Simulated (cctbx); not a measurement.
# Occupancies in CdSn4

Cell a = 4.6100 Å, b = 4.6100 Å, c = 11.2630 Å, α = 90.00°, β = 90.00°, γ = 90.00°; space group I4/mmm (no. 139); nominal formula CdSn4.

The data are simulated with cctbx, not measured: Mo Kα, λ = 0.71073 Å, to d = 0.75 Å, 95 % of the full sphere, strongest reflection 20000 counts, noise from counting, a 4 % proportional error and a noise floor of 2 counts (s.d.); no absorption.

With every site full:

```text
Rint 0.038, 114 unique reflections to 0.75 A
cycle     R1     wR2    GooF  max shift (A)
   1  0.1716  0.4181  19.428   0.00033
   2  0.0111  0.0236   1.098   0.00003
final R1 0.0111 wR2 0.0236 GooF 1.098  parameters 7  data/parameter 16.3
atom        x        y        z      Ueq    occ   su(xyz)  su(Uiso or U11)
Sn1    0.50000  0.50000  0.11813   0.0279  1.000  0.00003  0.0002
Sn2    0.50000  0.00000  0.25000   0.0334  1.000  0.00000  0.0002
Cd2    0.00000  0.00000  0.00000   0.0187  1.000  0.00000  0.0002
difference map: max 0.50 min -0.37 rms 0.12
Q1    0.0000  0.0000  0.0000    2    0.50  0.00 A from Cd2
Q2    0.2461  0.2461  0.0602   16    0.44  1.74 A from Cd2
Q3    0.2506  0.2506  0.1874   16    0.38  1.78 A from Sn2
Q4    0.1214  0.1214  0.2001   16    0.30  1.92 A from Sn2
Q5    0.0000  0.2907  0.0510   16    0.22  1.46 A from Cd2
Q6    0.0000  0.0000  0.3935    4    0.22  0.13 A from Sn1
```

With the occupancies of the suspect sites free, each still typed as its main element:

```text
Rint 0.038, 114 unique reflections to 0.75 A
cycle     R1     wR2    GooF  max shift (A)
   1  0.2355  0.4878  22.880   0.00004
   2  0.0096  0.0196   0.920   0.00005
final R1 0.0095 wR2 0.0196 GooF 0.918  parameters 9  data/parameter 12.7
atom        x        y        z      Ueq    occ   su(xyz)  su(Uiso or U11)
Sn1    0.50000  0.50000  0.11813   0.0281  1.000  0.00003  0.0002
Sn2    0.50000  0.00000  0.25000   0.0330  0.990  0.00000  0.0002
Cd2    0.00000  0.00000  0.00000   0.0194  1.011  0.00000  0.0002
su of occupancy Sn2: 0.003
su of occupancy Cd2: 0.003
difference map: max 0.42 min -0.29 rms 0.11
Q1    0.2562  0.2562  0.4406   16    0.45  1.72 A from Cd2
Q2    0.2489  0.2489  0.1868   16    0.38  1.78 A from Sn2
Q3    0.1197  0.1197  0.2013   16    0.30  1.92 A from Sn2
Q4    0.0000  0.2933  0.0522   16    0.22  1.47 A from Cd2
Q5    0.0000  0.2147  0.4160   16    0.20  1.06 A from Sn1
Q6    0.0000  0.2969  0.5000    8    0.19  1.91 A from Sn1
```

**Question.** What is the disorder?

X-rays count electrons. Sn2 refines to 0.990(0.003), or 49.5 electrons; the site truly holds 0.85 Sn and 0.15 Cd, 49.7 electrons, which is 0.994 of Sn; Cd2 refines to 1.011(0.003), or 48.5 electrons; the site truly holds 0.7 Cd and 0.3 Sn, 48.6 electrons, which is 1.012 of Cd. A value under 1 can't tell vacancies from a lighter guest, and one over 1 needs a heavier guest; chemistry or a second radiation must settle which. Occupancy correlates with U and the scale, and the two elements' form factors differ in shape, so the match is approximate.

Freeing them takes R1 from 0.0111 to 0.0095 and GooF from 1.10 to 0.92.

The model is made up (kin elements in a known structure type, no relaxation), so it says nothing on whether the phase exists.

[Middle refinement cycles are left out of these outputs.]

[Logs are printed without paths, hosts, clocks, repeated set-up lines and the standing remarks that a program may print on its own settings, such as how far it seeks lower states.]
